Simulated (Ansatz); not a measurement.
# W2C(OH)2 MXene monolayer in a perpendicular field

What dipole does a perpendicular field induce in the W2C(OH)2 MXene monolayer? A positive field points along +c.

Calculated with Ansatz 0.2.0; plane-wave DFT, PBE-D4, Ansatz PAW, in the first sound run; inputs show where later runs differ.

### 1. The structure

The cell holds 7 atoms: 2 H, 2 O, 2 W and 1 C. Its edges and angles: a = 3.125 Å, b = 3.125 Å, c = 44.244 Å, α = 90.0°, β = 90.0°, γ = 120.0°. Vacuum lies along c.

### 2. Relaxation

The starting cell is a guess, so the in-plane lattice and the atoms are relaxed first, with the slab cut off from its images along the normal.

The input, input.yaml:

```yaml
crystal:
  lattice:
    - [3.125408, 0.0, 0.0]
    - [-1.562704, 2.7066827252, 0.0]
    - [0.0, 0.0, 44.2443915817]
  atoms:
    - { symbol: H, position: [0.3333333333, 0.6666666667, 0.4249126122] }
    - { symbol: O, position: [0.3333333333, 0.6666666667, 0.4470623121] }
    - { symbol: W, position: [0.6666666667, 0.3333333333, 0.4721274791] }
    - { symbol: C, position: [0.0, 0.0, 0.5] }
    - { symbol: W, position: [0.3333333333, 0.6666666667, 0.5278725209] }
    - { symbol: O, position: [0.6666666667, 0.3333333333, 0.5529376879] }
    - { symbol: H, position: [0.6666666667, 0.3333333333, 0.5750873878] }
  periodic: [true, true, false]
kpoints:
  mp_grid: { grid: [12, 12, 1] }
hamiltonian:
  xc: pbe
  dispersion: d4
scf:
  occupations: { method: fermi_dirac, width: 0.05 }
  convergence: { dr2_threshold: 1.0e-09 }
relax:
  f_tol: 0.004
  max_steps: 90
  cell: {}
output:
  write_potential: true
  write_density: true
  volumetric_format: npy
```

The run is started by

```sh
$ ansatz run input.yaml --threads 4 --pin off --max-ram 6144MiB --backend cpu --events-out ev --progress --plain --runs-dir out
```

Numbers of over 12 decimals in the logs are rounded to 6 here.

Output:

```text
Warning: relax.cell: scf.convergence.dr2_threshold = 1e-9 eV is looser than the 2.52674951516e-10 eV advised for a relaxation that steers and ends on the stress (1e-10 eV for each atom of the cell: 7, times the square of relax.cell.stress_2d_tol = 0.05 N/m over 16.6 Å (the atoms' height at the walk's start and 5 Å past either face), 3.004e-2 GPa, over a crystal's default 0.05). What an SCF threshold leaves in a stress goes as its square root, and in the free energy as the threshold itself, and one threshold admits the most on a small cell: [figures from the program's tests cut] Set scf.convergence.dr2_threshold to 2.52674951516e-10 eV or tighter. [rest of the remark cut]
Engine: ansatz 0.2.0, x86_64-unknown-linux-gnu
Pseudopotentials: kind: paw
Pseudopotential: H, paw, valence charge 1, recommended cutoff 420 eV (normal), H.paw.azcp
Pseudopotential: O, paw, valence charge 6, recommended cutoff 420 eV (normal), O.paw.azcp
Pseudopotential: W, paw, valence charge 14, recommended cutoff 420 eV (normal), W.paw.azcp
Pseudopotential: C, paw, valence charge 4, recommended cutoff 420 eV (normal), C.paw.azcp
Functional definition: PBE
  parameter kappa = 0.804
  parameter beta = 0.066725
  exchange = pbe_x(kappa = kappa, mu = beta*pi^2/3)
  correlation = pbe_c(beta = beta)
Crystal: 7 atoms, lattice volume = 374.285 Å³
Basis set: ecut = 420 eV, 7251 PW (Γ), exchange–correlation on 48×48×600 points (8 copies of the dense FFT grid, shifted against one another)
Bands: 30, of which v1, the nominal top of the filled ones, is band 23 counted from 1 (22 counted from 0)
Symmetry: 12 space group operations
Space group: P-3m1 (ITA 164), of the structure as read, at distance tolerance 7.2e-5 Å
k-points: 19 of 144
Non-local potential: H, projectors of the file, l = 0: 2, l = 1: 1
Non-local potential: O, projectors of the file, l = 0: 2, l = 1: 2, l = 2: 1
Non-local potential: W, projectors of the file, l = 0: 3, l = 1: 2, l = 2: 2, l = 3: 1
Non-local potential: C, projectors of the file, l = 0: 2, l = 1: 2, l = 2: 1
PAW form: soft (Blöchl's): semilocal exchange-correlation on the pseudo side does not see the compensation charge
PAW one-centre angular grid: H, 110 points (default); XC on 64 Gauss nodes
PAW one-centre angular grid: O, 110 points (default); XC on 64 Gauss nodes
PAW one-centre angular grid: W, 590 points (default); XC on 64 Gauss nodes
PAW one-centre angular grid: C, 110 points (default); XC on 64 Gauss nodes
Initial density: superposition of atomic densities (neutral atoms: chi_scale 0, normalization atom), corrected by the library's trained network
Initial wavefunctions: pseudopotential atomic-orbital guess
Functional: x = pbe(κ = 0.804, μ = 0.219515), c = pbe(β = 0.066725)
SCF iter   1: F=—  HF=-22185.028292 eV  |F-HF|=—  |Δ(HF+E_count)|=         —  Δρ=5.71e-3  dr2=3.18e-1  ethr=1.77e-3  ⟨swp⟩=14.3  Hψ=4295  notcnv=0
preconditioner: auto → LDOS  [metal: Δε(μ)=0.018 eV  Ē_g=8.754 eV  σ=0.050 eV  W_gap=0.09  n_scr=26 (ndim 8)  ℏωp=9.8 eV  f_vac=0.787  D(μ)=4.82/eV (n_scr^D=20)  β→1.0]
SCF iter   2: F=—  HF=-22184.983057 eV  |F-HF|=—  |Δ(HF+E_count)|=   4.52e-2  Δρ=1.94e-3  dr2=2.27e-2  ethr=6.92e-4  ⟨swp⟩=3.7  Hψ=1294  notcnv=0  defer=5
SCF iter   3: F=—  HF=-22184.984411 eV  |F-HF|=—  |Δ(HF+E_count)|=   1.35e-3  Δρ=3.64e-4  dr2=2.16e-3  ethr=4.93e-5  ⟨swp⟩=3.5  Hψ=1364  notcnv=0  defer=5
SCF iter   4: F=—  HF=-22184.984668 eV  |F-HF|=—  |Δ(HF+E_count)|=   2.57e-4  Δρ=2.07e-4  dr2=5.09e-4  ethr=4.70e-6  ⟨swp⟩=3.4  Hψ=1220  notcnv=0  defer=5
SCF iter   5: F=—  HF=-22184.984670 eV  |F-HF|=—  |Δ(HF+E_count)|=   2.29e-6  Δρ=7.82e-5  dr2=3.69e-5  ethr=1.11e-6  ⟨swp⟩=3.6  Hψ=1241  notcnv=0  defer=5
SCF iter   6: F=—  HF=-22184.984653 eV  |F-HF|=—  |Δ(HF+E_count)|=   1.74e-5  Δρ=2.06e-5  dr2=1.79e-6  ethr=8.01e-8  ⟨swp⟩=4.1  Hψ=1339  notcnv=0  defer=5
SCF iter   7: F=—  HF=-22184.984445 eV  |F-HF|=—  |Δ(HF+E_count)|=   2.08e-4  Δρ=9.35e-6  dr2=9.18e-7  ethr=3.88e-9  ⟨swp⟩=3.4  Hψ=1237  notcnv=0  defer=5
SCF iter   8: F=—  HF=-22184.984445 eV  |F-HF|=—  |Δ(HF+E_count)|=   1.22e-7  Δρ=2.18e-6  dr2=2.80e-8  ethr=2.00e-9  ⟨swp⟩=2.8  Hψ=951  notcnv=0  defer=5
SCF iter   9: F=—  HF=-22184.984445 eV  |F-HF|=—  |Δ(HF+E_count)|=   7.79e-8  Δρ=7.12e-7  dr2=3.87e-9  ethr=6.09e-11  ⟨swp⟩=4.1  Hψ=1372  notcnv=0  defer=5
SCF iter  10: F=-22184.984445 eV  HF=-22184.984445 eV  |F-HF|=3.16e-9  |Δ(HF+E_count)|=   2.20e-9  Δρ=1.87e-7  dr2=1.79e-10  ethr=2.17e-12  ⟨swp⟩=14.2  Hψ=4968  notcnv=0
SCF 1 converged in 10 iterations: F = -22184.984445 eV  dr2 = 1.79e-10
  greatest PAW one-centre occupation: 0.999 electrons in one spin orbital (limit 2), on the W atom at site 4 (counted from 0), in its partial waves of l = 0
relax step   1: F+E_penalty+E_count = -22184.98444473 eV  Δ(F+E_penalty+E_count) = +0.000e0 eV  max|allowed force component| = 3.976e0 eV/Å  Δτ_max = 0.0000 Å  P = +0.168 N/m  Ω = 374.285 Å³  fix = [c, alpha, beta]  reactions: c +0.000 N/m  (10 SCF iters, accepted)
Crystal: 7 atoms, lattice volume = 357.348 Å³
Basis set: ecut = 420 eV, 6951 PW (Γ), exchange–correlation on 48×48×600 points (8 copies of the dense FFT grid, shifted against one another)
Initial density: handed on by an earlier stage of this run
Initial wavefunctions: those handed on with the density
iter 1 solved again at ethr=2.26e-3 eV; its pass at ethr=3.10e-3 eV (dr2=1.04e0 eV) is discarded
SCF iter   1: F=—  HF=-22186.143228 eV  |F-HF|=—  |Δ(HF+E_count)|=         —  Δρ=2.03e-2  dr2=1.06e0  ethr=2.26e-3  ⟨swp⟩=1.7  Hψ=4828  notcnv=0
preconditioner: auto → LDOS  [metal: Δε(μ)=0.017 eV  Ē_g=8.813 eV  σ=0.050 eV  W_gap=0.08  n_scr=26 (ndim 8)  ℏωp=10.0 eV  f_vac=0.773  D(μ)=5.69/eV (n_scr^D=22)  β→1.0]
SCF iter   2: F=—  HF=-22185.969674 eV  |F-HF|=—  |Δ(HF+E_count)|=   1.74e-1  Δρ=4.59e-3  dr2=7.19e-2  ethr=2.26e-3  ⟨swp⟩=3.3  Hψ=1217  notcnv=0
SCF iter   3: F=—  HF=-22185.958476 eV  |F-HF|=—  |Δ(HF+E_count)|=   1.12e-2  Δρ=1.45e-3  dr2=7.25e-3  ethr=1.56e-4  ⟨swp⟩=3.6  Hψ=1419  notcnv=0  defer=5
SCF iter   4: F=—  HF=-22185.958243 eV  |F-HF|=—  |Δ(HF+E_count)|=   2.33e-4  Δρ=4.84e-4  dr2=1.48e-3  ethr=1.58e-5  ⟨swp⟩=3.2  Hψ=1399  notcnv=0  defer=7
SCF iter   5: F=—  HF=-22185.958088 eV  |F-HF|=—  |Δ(HF+E_count)|=   1.55e-4  Δρ=1.63e-4  dr2=2.93e-4  ethr=3.21e-6  ⟨swp⟩=4.0  Hψ=1382  notcnv=0  defer=7
SCF iter   6: F=—  HF=-22185.958063 eV  |F-HF|=—  |Δ(HF+E_count)|=   2.52e-5  Δρ=5.10e-5  dr2=3.28e-5  ethr=6.37e-7  ⟨swp⟩=3.7  Hψ=1244  notcnv=0  defer=7
SCF iter   7: F=—  HF=-22185.958099 eV  |F-HF|=—  |Δ(HF+E_count)|=   3.67e-5  Δρ=2.46e-5  dr2=4.43e-6  ethr=7.13e-8  ⟨swp⟩=3.6  Hψ=1259  notcnv=0  defer=7
[...]
relax step   4: F+E_penalty+E_count = -22186.24321181 eV  Δ(F+E_penalty+E_count) = -6.112e-2 eV  max|allowed force component| = 1.009e0 eV/Å  Δτ_max = 0.1483 Å  P = -0.783 N/m  Ω = 324.920 Å³  energy of the carried Pulay correction = +3.630e-2 eV  fix = [c, alpha, beta]  reactions: c -0.000 N/m  (10 SCF iters, accepted)
relax step   5: F+E_penalty+E_count = -22186.31015577 eV  Δ(F+E_penalty+E_count) = -6.694e-2 eV  max|allowed force component| = 3.409e-1 eV/Å  Δτ_max = 0.0316 Å  P = -2.158 N/m  Ω = 324.981 Å³  energy of the carried Pulay correction = +3.625e-2 eV  fix = [c, alpha, beta]  reactions: c -0.000 N/m  (11 SCF iters, accepted)
relax step   6: F+E_penalty+E_count = -22186.31772195 eV  Δ(F+E_penalty+E_count) = -7.566e-3 eV  max|allowed force component| = 7.439e-1 eV/Å  Δτ_max = 0.0251 Å  P = +2.137 N/m  Ω = 317.505 Å³  energy of the carried Pulay correction = +4.220e-2 eV  fix = [c, alpha, beta]  reactions: c +0.000 N/m  (11 SCF iters, accepted)
relax step   7: F+E_penalty+E_count = -22186.33160370 eV  Δ(F+E_penalty+E_count) = -1.388e-2 eV  max|allowed force component| = 4.590e-2 eV/Å  Δτ_max = 0.0167 Å  P = -0.098 N/m  Ω = 320.129 Å³  energy of the carried Pulay correction = +4.010e-2 eV  fix = [c, alpha, beta]  reactions: c -0.000 N/m  (10 SCF iters, accepted)
relax step   8: F+E_penalty+E_count = -22186.33170102 eV  Δ(F+E_penalty+E_count) = -9.732e-5 eV  max|allowed force component| = 1.027e-2 eV/Å  Δτ_max = 0.0040 Å  P = +0.116 N/m  Ω = 320.125 Å³  energy of the carried Pulay correction = +4.010e-2 eV  fix = [c, alpha, beta]  reactions: c +0.000 N/m  (7 SCF iters, accepted)
relax step   9: F+E_penalty+E_count = -22186.33158419 eV  Δ(F+E_penalty+E_count) = +1.168e-4 eV  max|allowed force component| = 5.230e-4 eV/Å  Δτ_max = 0.0004 Å  P = +0.003 N/m  Ω = 320.292 Å³  energy of the carried Pulay correction = +3.997e-2 eV  fix = [c, alpha, beta]  reactions: c +0.000 N/m  (6 SCF iters, accepted)
relax step  10: F+E_penalty+E_count = -22186.31340678 eV  Δ(F+E_penalty+E_count) = +1.818e-2 eV  max|allowed force component| = 5.914e-3 eV/Å  Δτ_max = 0.0000 Å  P = -0.471 N/m  Ω = 320.292 Å³  fix = [c, alpha, beta]  reactions: c -0.000 N/m  stress off target by 4.71e-1 N/m on what of the cell is left free  SCF on the basis re-selected at this cell (its energy is not comparable with the rows above)  (6 SCF iters)
relax step  11: F+E_penalty+E_count = -22186.31466534 eV  Δ(F+E_penalty+E_count) = -1.259e-3 eV  max|allowed force component| = 8.247e-4 eV/Å  Δτ_max = 0.0050 Å  P = +0.002 N/m  Ω = 319.185 Å³  energy of the carried Pulay correction = +8.754e-4 eV  fix = [c, alpha, beta]  reactions: c +0.000 N/m  (7 SCF iters, accepted)
iter 1 solved again at ethr=9.51e-8 eV; its pass at ethr=3.10e-3 eV (dr2=4.37e-5 eV) is discarded
SCF iter   1: F=—  HF=-22186.313813 eV  |F-HF|=—  |Δ(HF+E_count)|=         —  Δρ=1.26e-5  dr2=7.90e-8  ethr=9.51e-8  ⟨swp⟩=7.7  Hψ=7479  notcnv=0
preconditioner: auto → LDOS  [metal: Δε(μ)=0.042 eV  Ē_g=10.698 eV  σ=0.050 eV  W_gap=0.20  n_scr=26 (ndim 8)  ℏωp=11.4 eV  f_vac=0.772  D(μ)=4.05/eV (n_scr^D=20)  β→1.0]
SCF iter   2: F=—  HF=-22186.313843 eV  |F-HF|=—  |Δ(HF+E_count)|=   2.91e-5  Δρ=3.67e-6  dr2=2.62e-8  ethr=1.72e-10  ⟨swp⟩=5.5  Hψ=1958  notcnv=0
SCF iter   3: F=—  HF=-22186.313843 eV  |F-HF|=—  |Δ(HF+E_count)|=   1.42e-8  Δρ=5.32e-7  dr2=2.58e-9  ethr=5.69e-11  ⟨swp⟩=3.1  Hψ=1104  notcnv=0
SCF iter   4: F=-22186.313843 eV  HF=-22186.313843 eV  |F-HF|=7.68e-10  |Δ(HF+E_count)|=   6.78e-9  Δρ=2.43e-7  dr2=2.81e-10  ethr=2.17e-12  ⟨swp⟩=21.3  Hψ=5854  notcnv=0
SCF 12 converged in 4 iterations: F = -22186.313843 eV  dr2 = 2.81e-10
relax step  12: F+E_penalty+E_count = -22186.31384261 eV  Δ(F+E_penalty+E_count) = +8.227e-4 eV  max|allowed force component| = 1.029e-3 eV/Å  Δτ_max = 0.0000 Å  P = -0.013 N/m  Ω = 319.185 Å³  fix = [c, alpha, beta]  reactions: c -0.000 N/m  stress off target by 1.25e-2 N/m on what of the cell is left free  SCF on the basis re-selected at this cell (its energy is not comparable with the rows above)  (4 SCF iters)
basis re-selected at this cell: Δ(F+E_penalty+E_count) = +8.227e-4 eV, ΔP = -0.015 N/m vs the last step (what re-selecting the basis moved, of the pressure what is left beyond the Pulay correction that the steps carried, after the strain that the cell walked since its last selection, with what the two solves' SCF thresholds leave and, on support functions, any second-order correction that the steps lacked; it is no m [...]
WARN: The output density's exchange-correlation potential varies sharply where the density is thin. Do not read a vacuum level from v_tot or v_xc, or from such a field of the output density. On a cell that repeats whose density bears no net charge and no dipole along the vacuum's axis use v_es (v_loc + v_h of the components); under efield.dipole_correction with no amplitude use v_es + v_field, which holds any externa [...]
SCF converged after 4 iterations
Free energy (F): -22186.313843 eV
Harris-Foulkes:  -22186.313843 eV  (|F-HF|=7.68e-10)
Internal energy: -22186.280913 eV  (E = F + TS)
E sigma→0 (E₀):  -22186.297378 eV
Entropy (-TS):   -0.032929 eV (-4.704 meV/atom)
Fermi energy:    -2.486888 eV
--- Per-component energies (eV) ---
  E_band       = -1143.202982
  E_kinetic    = 1374.584435
  E_local      = -234234.179836  (includes V_loc(G=0)·N_el)
  E_nonlocal   = 128.559996
  E_hartree    = 116333.489572
  E_xc         = -747.095004
  E_vxc        = -748.325441  (∫ρ·V_xc dr)
  E_paw        = -17542.507014  (= ΣΔE_a)
  E_vpaw       = -330.824604  (= ΣTr[D̂ρ^β])
  E_aug_tail   = 0.002509  (compensation charges beyond the density's cutoff)
  E_ewald      = 112502.449038
  E_disp       = -1.584608  (pairwise vdW)
  E_smearing   = -0.032929  (= −TS)
  E_closure    = -0.000000  (closes the sum)
  Σ components = -22186.313843   (vs F -22186.313843, Δ=0.00e0)
--- Forces (eV/Å), atoms counted from 1 ---
  atom   1  H      0.00000000     0.00000000    -0.00102877
  atom   2  O      0.00000000     0.00000000    -0.00063698
  atom   3  W     -0.00000000     0.00000000    -0.00036060
  atom   4  C      0.00000000     0.00000000     0.00000000
  atom   5  W      0.00000000    -0.00000000     0.00036060
  atom   6  O     -0.00000000    -0.00000000     0.00063698
  atom   7  H      0.00000000    -0.00000000     0.00102877
  max |Σ_I F_I| component: 3.70e-17 eV/Å
--- 2D stress c σ (N/m, compression-positive) ---
       -0.012525       0.000000       0.000000
        0.000000      -0.012525      -0.000000
        0.000000      -0.000000      -0.000000
  P = ½ c Tr σ = -0.0125 N/m
--- Band table (eV; the first three rows and the last of 19) ---
  k-point 0: bands = [... 19 lower, -5.7343, -5.7343, -3.9620, -3.9620, -2.5265, -2.5240, -2.1442, -2.1061, ... 3 higher]
  k-point 1: bands = [... 19 lower, -6.0625, -5.8725, -4.2368, -3.7680, -2.6577, -2.4178, -2.1607, -2.0732, ... 3 higher]
  k-point 2: bands = [... 19 lower, -6.1194, -6.0170, -4.6428, -3.2081, -2.9474, -2.5625, -1.8545, -1.7344, ... 3 higher]
  k-point 18: bands = [... 19 lower, -8.4421, -3.5550, -2.7261, -2.7261, -2.3033, -1.0944, -1.0944, 0.7317, ... 3 higher]
  the weakly bound empty levels are not read free of the cell's end (no_gap_told)
--- Relaxed structure (10 steps of the walk, 10 accepted, 2 SCFs on fresh bases) ---
  F+E_penalty+E_count = -22186.31384261 eV   max|allowed force component| = 1.029e-3 eV/Å   (the final SCF, on the basis selected at the relaxed cell)
  cell:  # Å, volume = 319.1849 Å³
    - [2.886202, 0.0, 0]
    - [-1.443101, 2.499525, 0]
    - [0, 0, 44.2443915817]
  atoms:
    - { symbol: H, position: [0.333333, 0.666667, 0.413544] }
    - { symbol: O, position: [0.333333, 0.666667, 0.435822] }
    - { symbol: W, position: [0.666667, 0.333333, 0.469372] }
    - { symbol: C, position: [0, 0, 0.5] }
    - { symbol: W, position: [0.333333, 0.666667, 0.530628] }
    - { symbol: O, position: [0.666667, 0.333333, 0.564178] }
    - { symbol: H, position: [0.666667, 0.333333, 0.586456] }
```

The job ended after 37 s (4 threads of Intel Xeon Platinum 8488C (Sapphire Rapids), shared host; peak memory 0.86 GiB; 2.3 min of CPU time).

The steps of the relaxation:

```tsv
step	energy less that of the first step (eV)	largest force component (eV/Å)	volume (Å³)
1	0.0000	3.9763	374.28
2	-0.9734	0.9265	357.35
3	-1.1976	0.8960	340.18
4	-1.2588	1.0089	324.92
5	-1.3257	0.3409	324.98
6	-1.3333	0.7439	317.51
7	-1.3472	0.0459	320.13
8	-1.3473	0.0103	320.13
9	-1.3471	0.0005	320.29
10*	-1.3290	0.0059	320.29
11	-1.3302	0.0008	319.18
12*	-1.3294	0.0010	319.18
```

Relaxation steps marked * repeat the geometry before them on a plane-wave basis chosen anew for their cell, so energy and pressure can jump there.

The run keeps the 12 symmetry operations that it works with, so distortions that break them were not tested.

```tsv
cell as run	before	after	change
a (Å)	3.125	2.886	-7.7 %
b (Å)	3.125	2.886	-7.7 %
```

The atoms that moved most (Å, along periodic axes as changes of fractional coordinates times the final cell, across vacuum about the mean position):

```tsv
atom	dx	dy	dz	length
H7	0.000	0.000	0.503	0.503
H1	0.000	0.000	-0.503	0.503
O6	0.000	0.000	0.497	0.497
O2	0.000	0.000	-0.497	0.497
W5	0.000	0.000	0.122	0.122
W3	0.000	0.000	-0.122	0.122
```

This step gave:

```
energy at zero smearing : -22186.2974 eV
```

The lattice constant a goes from 3.125 to 2.886 Å.

(Part 1 of 3 ends here.)

[Logs are printed without paths, hosts, clocks, repeated set-up lines and the standing remarks that a program may print on its own settings, such as how far it seeks lower states.]

[Hosts, paths, dates, database ids (printed as entryN), source tags and the programs' standing remarks are cut or masked in the printed files.]

[Maps of the electrostatic potential energy from Ansatz leave out the sawtooth potential of an applied field or a dipole correction, so their vacuum need not be flat; planar profiles and work functions include it.]
